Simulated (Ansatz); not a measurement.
## Phonons of HfSiSn in the AlB2 type

The plan: relax HfSiSn in the AlB2 type, check its phonons, and, if the lattice is stable, compute its Eliashberg function and ρ(T).

Calculated with Ansatz 0.2.0; DFT PBE, scalar-relativistic, plane waves, PAW; PAW set soft_1.

Report form: the programs' logs are mostly left out.

The structure was built from a prototype and need not be the compound's stable phase.

## (1) Set-up

Symmetry: P-6m2, No. 187, hexagonal system. The conventional cell has a = 4.243 Å, b = 4.243 Å, c = 4.455 Å, α = 90.00°, β = 90.00°, γ = 120.00°. Nearest to Hf lie 6 Sn at 3.31 Å and 6 Si at 3.31 Å. Nearest to Si lie 3 Sn at 2.45 Å and 6 Hf at 3.31 Å. Nearest to Sn lie 3 Si at 2.45 Å and 6 Hf at 3.31 Å. Farther neighbours are not listed.

## (2) Relaxing cell and atoms

Lattice constant and positions set the bands and the force constants, so the cell is relaxed first.

The input, input.yaml:

```yaml
crystal:
  lattice:
    - [4.24272, 0.0, 0.0]
    - [-2.12136, 3.6743, 0.0]
    - [0.0, 0.0, 4.45486]
  atoms:
    - { symbol: Hf, position: [0.0, 0.0, 0.0] }
    - { symbol: Si, position: [0.33333333, 0.66666667, 0.5] }
    - { symbol: Sn, position: [0.66666667, 0.33333333, 0.5] }
kpoints:
  mp_grid: { grid: [9, 9, 8] }
hamiltonian:
  xc: pbe
  pseudopotentials: { kind: paw, azcp: { folder: soft_1 } }
scf:
  occupations: { method: gaussian, width: 0.1 }
output:
  forces: true
  stress: true
  eigenvalues: true
relax:
  adjacent_minimum: "off"
  f_tol: 0.005
  max_steps: 80
  cell: { stress_tol: 0.05 }
```

The run is started by

```bash
$ ansatz run input.yaml --threads 4 --pin off --max-ram 12288MiB --backend cpu --events-out ev --progress --plain --runs-dir out
```

Wall time 63 s (4 threads of Arm Neoverse V1, shared host); peak memory 0.44 GiB; 4 min of CPU time.

The steps of the relaxation:

```tsv
step	energy less that of the first step (eV)	largest force component (eV/Å)	pressure (GPa)	volume (Å³)
1	0.0000	0.0000	-0.47	69.45
2	-0.4083	0.0000	-1.47	68.32
3	-0.7411	0.0000	-1.09	66.31
4	-1.0325	0.0000	-1.54	65.12
5	-1.2003	0.0000	0.72	62.42
6	-1.3083	0.0000	1.21	61.47
7	-1.5561	0.0000	1.26	60.36
8	-1.8072	0.0000	1.90	58.78
9	-1.6985	0.0000	3.04	58.66
10	-1.8352	0.0000	-1.12	60.60
11	-1.8398	0.0000	-0.13	59.94
12	-1.8400	0.0000	0.00	59.85
13*	-1.8460	0.0000	0.19	59.85
14	-1.8461	0.0000	0.01	59.97
15*	-1.8461	0.0000	0.01	59.97
```

Relaxation steps marked * repeat the geometry before them on a plane-wave basis chosen anew for their cell, so energy and pressure can jump there. Relaxation step 9 was tried and not accepted.

The run keeps the 12 symmetry operations that it works with, so distortions that break them were not tested.

```tsv
cell as run	before	after	change
a (Å)	4.243	4.898	+15.4 %
b (Å)	4.243	4.898	+15.4 %
c (Å)	4.455	2.887	-35.2 %
volume (Å³/atom)	23.15	19.99	-13.6 %
```

Final coordinates:

```xyz
3
Lattice="4.8976 0.0000 0.0000 -2.4488 4.2414 0.0000 0.0000 0.0000 2.8872" Properties=species:S:1:pos:R:3 pbc="T T T"
Hf    0.0000    0.0000    0.0000
Si    0.0000    2.8276    1.4436
Sn    2.4488    1.4138    1.4436
```

Numbers from this step:

- pressure: 0.01067 GPa
- volume per atom: 19.99 Å³/atom
- metallic on mesh: yes
- gap on the k-mesh: 0 eV

The largest force is now zero by symmetry and the largest stress component 0.015 GPa.

## (3) Relaxation

The relaxation is repeated from the new cell as a check.

input.yaml, the sections that differ from step 2:

```yaml
crystal:
  lattice:
    - [4.8975581827, 0.0, 0.0]
    - [-2.4487790913, 4.2414098027, 0.0]
    - [0.0, 0.0, 2.8871915145]
  atoms:
    - { symbol: Hf, position: [0.0, 0.0, 0.0] }
    - { symbol: Si, position: [0.3333333333, 0.6666666667, 0.5] }
    - { symbol: Sn, position: [0.6666666667, 0.3333333333, 0.5] }
kpoints:
  mp_grid: { grid: [9, 9, 10] }
# hamiltonian, scf, output, relax: as in step 2
```

Elapsed: 17 s, on 4 threads; peak memory 0.41 GiB; 67 s of CPU time.

Relaxation path:

```tsv
step	energy less that of the first step (eV)	largest force component (eV/Å)	pressure (GPa)	volume (Å³)
1	0.0000	0.0000	0.51	59.97
2	0.0001	0.0000	-0.58	60.64
3	-0.0007	0.0000	0.02	60.26
4	-0.0007	0.0000	0.00	60.28
5	-0.0007	0.0000	0.00	60.28
```

The log counts 1 steps on a newly chosen plane-wave basis, not all of them marked here; energy and pressure can jump at such steps. Relaxation step 2 was tried and not accepted.

```tsv
conventional cell, symmetrised	before	after	change
a (Å)	4.898	4.901	+0.1 %
b (Å)	4.898	4.901	+0.1 %
c (Å)	2.887	2.898	+0.4 %
volume (Å³/atom)	19.99	20.09	+0.5 %
```

The relaxed structure:

```
Hf Si Sn
1.0
     4.90062    0.00000    0.00000
    -2.45031    4.24406    0.00000
     0.00000    0.00000    2.89818
Hf Si Sn
1 1 1
Direct
  0.00000 0.00000 0.00000
  0.33333 0.66667 0.50000
  0.66667 0.33333 0.50000
```

This step gave:

| Property | Result |
| --- | --- |
| pressure | -0.003183 GPa |
| volume per atom | 20.09 Å³/atom |

The largest force is now zero by symmetry and the largest stress component 0.0064 GPa.

## (4) Tight relaxation

No force is left; the cell is relaxed once more with another smearing and tight thresholds.

input.yaml, the sections that differ from step 3:

```yaml
crystal:
  lattice:
    - [4.9006229095, 0.0, 0.0]
    - [-2.4503114547, 4.244063934, 0.0]
    - [0.0, 0.0, 2.8981835393]
  atoms:
    - { symbol: Hf, position: [0.0, 0.0, 0.0] }
    - { symbol: Si, position: [0.3333333333, 0.6666666667, 0.5] }
    - { symbol: Sn, position: [0.6666666667, 0.3333333333, 0.5] }
kpoints:
  mp_grid: { grid: [6, 6, 10] }
scf:
  occupations: { method: methfessel_paxton, width: 0.2 }
relax:
  adjacent_minimum: "off"
  f_tol: 0.001
  max_steps: 60
  cell: { stress_tol: 0.01 }
# hamiltonian, output: as in step 3
```

Wall time 12 s (4 threads); peak memory 0.38 GiB.

The steps of the relaxation:

```tsv
step	energy less that of the first step (eV)	largest force component (eV/Å)	pressure (GPa)	volume (Å³)
1	0.0000	0.0000	0.10	60.28
2	-0.0002	0.0000	-0.15	60.40
3	-0.0004	0.0000	0.04	60.29
4	-0.0004	0.0000	-0.01	60.32
5	-0.0004	0.0000	0.00	60.31
6	-0.0004	0.0000	0.00	60.31
```

The log counts 1 steps on a newly chosen plane-wave basis, not all of them marked here; energy and pressure can jump at such steps.

```tsv
conventional cell, symmetrised	before	after	change
a (Å)	4.901	4.894	-0.1 %
b (Å)	4.901	4.894	-0.1 %
c (Å)	2.898	2.907	+0.3 %
volume (Å³/atom)	20.09	20.10	+0.1 %
```

Final coordinates:

```xyz
3
Lattice="4.8945 0.0000 0.0000 -2.4472 4.2387 0.0000 0.0000 0.0000 2.9072" Properties=species:S:1:pos:R:3 pbc="T T T"
Hf    0.0000    0.0000    0.0000
Si    0.0000    2.8258    1.4536
Sn    2.4472    1.4129    1.4536
```

Numbers from this step:

* pressure: -4.46e-6 GPa
* volume per atom: 20.10 Å³/atom

The largest force is now zero by symmetry and the largest stress component 1.6e-4 GPa, small enough for phonons.

## (5) Phonons: q 2×2×2, k 4×4×6

Before any scattering is computed, the phonons show whether the structure is a minimum.

The input, input.yaml:

```yaml
crystal:
  lattice:
    - [4.8944771814, 0.0, 0.0]
    - [-2.4472385907, 4.2387415773, 0.0]
    - [0.0, 0.0, 2.9072296611]
  atoms:
    - { symbol: Hf, position: [0.0, 0.0, 0.0] }
    - { symbol: Si, position: [0.3333333333, 0.6666666667, 0.5] }
    - { symbol: Sn, position: [0.6666666667, 0.3333333333, 0.5] }
kpoints:
  mp_grid: { grid: [4, 4, 6] }
hamiltonian:
  xc: pbe
  pseudopotentials: { kind: paw, azcp: { folder: soft_1 } }
scf:
  occupations: { method: methfessel_paxton, width: 0.2 }
output:
  eigenvalues: true
phonons:
  method: dfpt
  qmesh: [2, 2, 2]
  temperatures: { t_max: 1000, t_step: 50 }
  qpath:
    path:
      - [[0.0, 0.0, 0.0], [0.5, 0.0, 0.0], [0.33333333, 0.33333333, 0.0], [0.0, 0.0, 0.0], [0.0, 0.0, 0.5], [0.5, 0.0, 0.5], [0.33333333, 0.33333333, 0.5], [0.0, 0.0, 0.5]]
      - [[0.5, 0.0, 0.5], [0.5, 0.0, 0.0]]
      - [[0.33333333, 0.33333333, 0.5], [0.33333333, 0.33333333, 0.0]]
    npoints: 10
```

Elapsed: 43 s, on 4 threads; peak memory 0.48 GiB.

Numbers from this step:

| Item | Value |
| --- | --- |
| share of imaginary modes in the plain interpolation between solved wavevectors | 0.0923 |
| highest frequency, solved or plainly interpolated | 240.3 cm⁻¹ |

Solved on the 2×2×2 mesh alone; all other wavevectors are interpolated. Phonon branches along the path, in cm⁻¹:

```tsv
point	branch 1	branch 2	branch 3	branch 4	branch 5	branch 6	branch 7	branch 8	branch 9
Γ	0	0	0	59	73	104	104	240	240
halfway	14	21	60	66	72	106	113	230	232
M	19	27	67	74	81	109	123	220	224
halfway	29	42	65	74	80	95	134	211	230
K	38	61	64	65	73	90	141	205	232
halfway	19	27	65	66	72	101	120	225	233
Γ	0	0	0	59	73	104	104	240	240
halfway	-116	61	61	108	108	118	135	238	238
A	-173	97	97	98	98	165	177	238	238
halfway	-181	85	86	88	91	162	178	218	235
L	-188	70	71	77	86	159	179	198	233
halfway	-189	46	64	81	100	161	179	198	229
H	-190	20	59	82	106	163	179	197	224
halfway	-183	76	79	87	94	162	179	215	233
A	-173	97	97	98	98	165	177	238	238
jump to L	-188	70	71	77	86	159	179	198	233
halfway	-125	44	69	100	103	121	140	207	228
M	19	27	67	74	81	109	123	220	224
jump to H	-190	20	59	82	106	163	179	197	224
halfway	-126	44	67	72	121	128	139	201	227
K	38	61	64	65	73	90	141	205	232
```

Lowest modes at the softest wavevector of the mesh. Modes at q = (0.000, 0.500, 0.500), with each element's share of the kinetic energy (negative means imaginary):

```tsv
mode	frequency (cm⁻¹)	Hf %	Si %	Sn %
1	-188.3	2	98	0
2	70.2	0	16	84
3	71.3	90	2	8
4	76.8	100	0	0
5	85.7	2	10	88
6	158.7	81	12	7
```

Displacements in mode 1 (-188.3 cm⁻¹), the largest set to 1, in the home cell:
```
Hf1  0.00 -0.06  0.00
Si2  0.00  0.00 -1.00
Sn3  0.00  0.00  0.00
```

Displacements in mode 6 (158.7 cm⁻¹), the largest set to 1, in the home cell:
```
Hf1  0.00  0.00  1.00
Si2  0.00 -0.97  0.00
Sn3  0.00 -0.35  0.00
```

Among the solved wavevectors the lowest mode, translations apart, is -188 cm⁻¹, imaginary.

## (6) Phonons by linear response: q 3×3×2, k 6×6×8

An imaginary mode on so few k-points may come from the sampling, so the phonons are repeated with another q and k mesh.

Changes to input.yaml since step 5:

```diff
@@ -10,3 +10,3 @@
 kpoints:
-  mp_grid: { grid: [4, 4, 6] }
+  mp_grid: { grid: [6, 6, 8] }
 hamiltonian:
@@ -20,3 +20,3 @@
   method: dfpt
-  qmesh: [2, 2, 2]
+  qmesh: [3, 3, 2]
   temperatures: { t_max: 1000, t_step: 50 }
```

It took 2.8 min on 4 threads; peak memory 0.74 GiB.

Numbers from this step:

```yaml
share_of_imaginary_modes_in_the_plain_interpolation_between_solved_wavevectors: 0.1082
highest_frequency_solved_or_plainly_interpolated: 234.8 cm⁻¹
```

Solved on the 3×3×2 mesh alone; all other wavevectors are interpolated. The phonon branches at the labelled points (cm⁻¹):

```tsv
point	branch 1	branch 2	branch 3	branch 4	branch 5	branch 6	branch 7	branch 8	branch 9
Γ	0	0	0	36	72	76	76	218	218
halfway	-5	5	60	61	70	93	113	201	215
M	-30	14	68	72	82	98	106	200	215
halfway	-46	28	62	64	70	73	132	202	215
K	-56	38	40	60	61	67	142	204	215
halfway	-13	10	59	64	69	91	121	199	214
Γ	0	0	0	36	72	76	76	218	218
halfway	-80	62	62	93	93	110	139	225	225
A	-122	92	92	96	96	152	188	233	233
halfway	-125	84	87	89	97	169	190	228	234
L	-138	74	84	92	99	180	190	223	235
halfway	-143	62	81	100	110	178	190	225	232
H	-148	53	81	106	117	176	189	228	228
halfway	-128	77	83	93	102	171	190	228	233
A	-122	92	92	96	96	152	188	233	233
jump to L	-138	74	84	92	99	180	190	223	235
halfway	-90	40	82	97	100	132	148	212	224
M	-30	14	68	72	82	98	106	200	215
jump to H	-148	53	81	106	117	176	189	228	228
halfway	-100	4	62	80	129	134	145	216	220
K	-56	38	40	60	61	67	142	204	215
```

Lowest modes at the softest wavevector of the mesh. The modes at q = (-0.333, -0.333, 0.500) (shares of kinetic energy by element, %) (negative means imaginary):

```tsv
mode	frequency (cm⁻¹)	Hf %	Si %	Sn %
1	-148.5	7	93	0
2	53.0	2	18	80
3	80.8	90	0	10
4	105.8	93	7	0
5	117.1	0	0	100
6	176.0	97	0	3
```

Displacements in mode 1 (-148.5 cm⁻¹), the largest set to 1, in the home cell (x, y, z of the real part, then of the imaginary part):
```
Hf1 0.00 0.08 0.00 0.08 0.00 0.00
Si2 0.00 0.00 1.00 0.00 0.00 0.00
Sn3 0.00 0.00 0.00 0.00 0.00 0.00
```

Displacements in mode 3 (80.8 cm⁻¹), the largest set to 1, in the home cell (x, y, z of the real part, then of the imaginary part):
```
Hf1  0.87  0.50  0.00 -0.50  0.87  0.00
Si2  0.00  0.00  0.00  0.00  0.00  0.00
Sn3  0.00  0.00  0.57  0.00  0.00  0.00
```

The modes has structure finer than the step of the table below, so its rows give means over 20 cm⁻¹, whole bins alone (the curve runs from -157 to 252 cm⁻¹). Peaks (cm⁻¹: height): Hf 92.2: 0.0555, 174.5: 0.0144; Si -121.3: 0.0121, 66.5: 0.00989, 220.8: 0.0658; Sn 71.6: 0.0238, 99.9: 0.0291, 151.3: 0.0101, 164.2: 0.0115, 187.3: 0.0199, 218.2: 0.0161.

Phonopy on the run's constants, 13x13x19 mesh, Gaussian sigma 2.9 cm⁻¹. Table of modes by wavenumber; means over each step; values in 1/cm⁻¹/cell:

```tsv
wavenumber (cm⁻¹)	Hf	Si	Sn
-140	4.8e-4	0.00584	5.8e-6
-120	7.0e-4	0.0103	7.4e-5
-100	5.4e-4	0.00602	4.5e-5
-80	5.4e-4	0.00442	5.5e-5
-60	5.6e-4	0.00333	6.3e-4
-40	0.00158	0.00434	0.00274
-20	0.00139	0.00116	0.00250
0	0.00137	6.6e-4	0.00125
20	0.00479	0.00218	0.00398
40	0.00849	0.00547	0.00793
60	0.0204	0.00848	0.0176
80	0.0388	0.00561	0.0209
100	0.0317	0.00502	0.0262
120	0.0107	0.00189	0.0197
140	0.00914	3.7e-4	0.00975
160	0.0111	1.5e-4	0.00689
180	0.00712	1.8e-4	0.0124
200	2.8e-4	0.0169	0.00442
220	2.6e-4	0.0560	0.0112
240	1.5e-5	0.0117	0.00178
```

No LO-TO term; unit eigenvectors of the mass-weighted matrix. Modes at Γ, with each element's share of the kinetic energy:

```tsv
mode	frequency (cm⁻¹)	symmetry	Hf %	Si %	Sn %
1	0.0	unnamed	55	9	36
2	0.0	unnamed	55	9	36
3	0.0	unnamed	55	9	36
4	35.6	A2''	20	79	1
5	72.2	A2''	25	13	62
6	75.7	E'	44	21	35
7	75.7	E'	44	21	35
8	218.4	E'	1	71	28
9	218.4	E'	1	71	28
```

Displacements in mode 4 (35.6 cm⁻¹), the largest set to 1:
```
Hf1  0.00  0.00 -0.20
Si2  0.00  0.00  1.00
Sn3  0.00  0.00  0.06
```

Displacements in mode 6 (75.7 cm⁻¹), the largest set to 1:
```
Hf1  0.34  0.58  0.00
Si2 -0.59 -1.00  0.00
Sn3 -0.37 -0.63  0.00
```

Among the solved wavevectors the lowest mode, translations apart, is -148 cm⁻¹, imaginary.

## (7) Lattice stability: Fermi–Dirac smearing of 0.3 eV

The phonons are repeated on the same meshes with a wide Fermi–Dirac smearing, to see whether the soft mode comes from sharp features of the Fermi surface.

Changes to input.yaml since step 6:

```diff
@@ -15,3 +15,3 @@
 scf:
-  occupations: { method: methfessel_paxton, width: 0.2 }
+  occupations: { method: fermi_dirac, width: 0.3 }
 output:
```

Elapsed: 2.9 min, on 4 threads; peak memory 0.77 GiB; 11 min of CPU time.

This step gave:

| Property | Result |
| --- | --- |
| share of imaginary modes in the plain interpolation between solved wavevectors | 0.1167 |
| highest frequency, solved or plainly interpolated | 230.1 cm⁻¹ |

Solved on the 3×3×2 mesh alone; all other wavevectors are interpolated. Phonon branches along the path, in cm⁻¹:

```tsv
point	branch 1	branch 2	branch 3	branch 4	branch 5	branch 6	branch 7	branch 8	branch 9
Γ	-13	0	0	0	68	92	92	208	208
halfway	-12	-3	42	56	65	96	108	196	206
M	-32	11	53	65	68	96	107	195	208
halfway	-37	26	50	55	61	73	129	195	210
K	-39	32	39	48	56	64	138	195	211
halfway	-16	13	44	56	64	89	117	194	207
Γ	-13	0	0	0	68	92	92	208	208
halfway	-79	52	52	97	97	118	140	217	217
A	-114	80	80	92	92	165	190	229	229
halfway	-122	74	78	82	96	170	190	222	229
L	-131	67	73	83	98	176	190	214	230
halfway	-132	55	70	90	106	176	190	214	228
H	-133	44	70	96	112	177	190	214	226
halfway	-124	71	75	81	100	172	190	221	229
A	-114	80	80	92	92	165	190	229	229
jump to L	-131	67	73	83	98	176	190	214	230
halfway	-89	28	72	92	100	129	146	204	219
M	-32	11	53	65	68	96	107	195	208
jump to H	-133	44	70	96	112	177	190	214	226
halfway	-94	16	59	72	129	129	144	205	218
K	-39	32	39	48	56	64	138	195	211
```

Lowest modes at the softest wavevector of the mesh. Modes at q = (0.333, 0.333, 0.500), with each element's share of the kinetic energy (negative means imaginary):

```tsv
mode	frequency (cm⁻¹)	Hf %	Si %	Sn %
1	-133.4	9	91	0
2	44.0	2	19	79
3	70.4	93	0	7
4	95.7	91	9	0
5	111.7	0	0	100
6	177.1	98	0	2
```

Displacements in mode 1 (-133.4 cm⁻¹), the largest set to 1, in the home cell (x, y, z of the real part, then of the imaginary part):
```
Hf1  0.00 -0.09  0.00  0.09  0.00  0.00
Si2  0.00  0.00 -1.00  0.00  0.00  0.00
Sn3  0.00  0.00  0.00  0.00  0.00  0.00
```

Displacements in mode 6 (177.1 cm⁻¹), the largest set to 1, in the home cell (x, y, z of the real part, then of the imaginary part):
```
Hf1  0.00  0.00  1.00  0.00  0.00  0.00
Si2  0.00  0.07  0.00  0.07  0.00  0.00
Sn3 -0.10 -0.06  0.00  0.06 -0.10  0.00
```

Among the solved wavevectors the lowest mode, translations apart, is -133 cm⁻¹, imaginary.

For the highest frequency, solved or plainly interpolated, step 6 gave 235 cm⁻¹; this run, with occupations Fermi-Dirac and smearing width 0.3 eV, gives 230 cm⁻¹ (-2 %).

## (8) Outcome

```yaml
phonon_run_of_the_rows_without_a_label_of_their_own: PBE, q 3×3×2, k 6×6×8
softest_mode_on_the_q_mesh: -148 cm⁻¹ at q = (-0.333, -0.333, 0.5)
highest_frequency_solved_or_plainly_interpolated: 235 cm⁻¹
```

**Reading.** The lattice is dynamically unstable at this level: a mode at q = (-0.333, -0.333, 0.5) is imaginary, 148i cm⁻¹, so no harmonic coupling constant or resistivity is defined for this structure. These meshes are coarse, and single modes of a metal can move by tens of cm⁻¹ with the k mesh. The coarser mesh found an imaginary mode at another wavevector, which this mesh lacks. Spin–orbit coupling, left out here, matters for Hf. The phonon runs are not spin-polarised. The structure was built by hand as an ordered model, and its stability against other phases was not tested.

[Logs are printed without paths, hosts, clocks, repeated set-up lines and the standing remarks that a program may print on its own settings, such as how far it seeks lower states.]

[Hosts, paths, dates, database ids (printed as entryN), source tags and the programs' standing remarks are cut or masked in the printed files.]
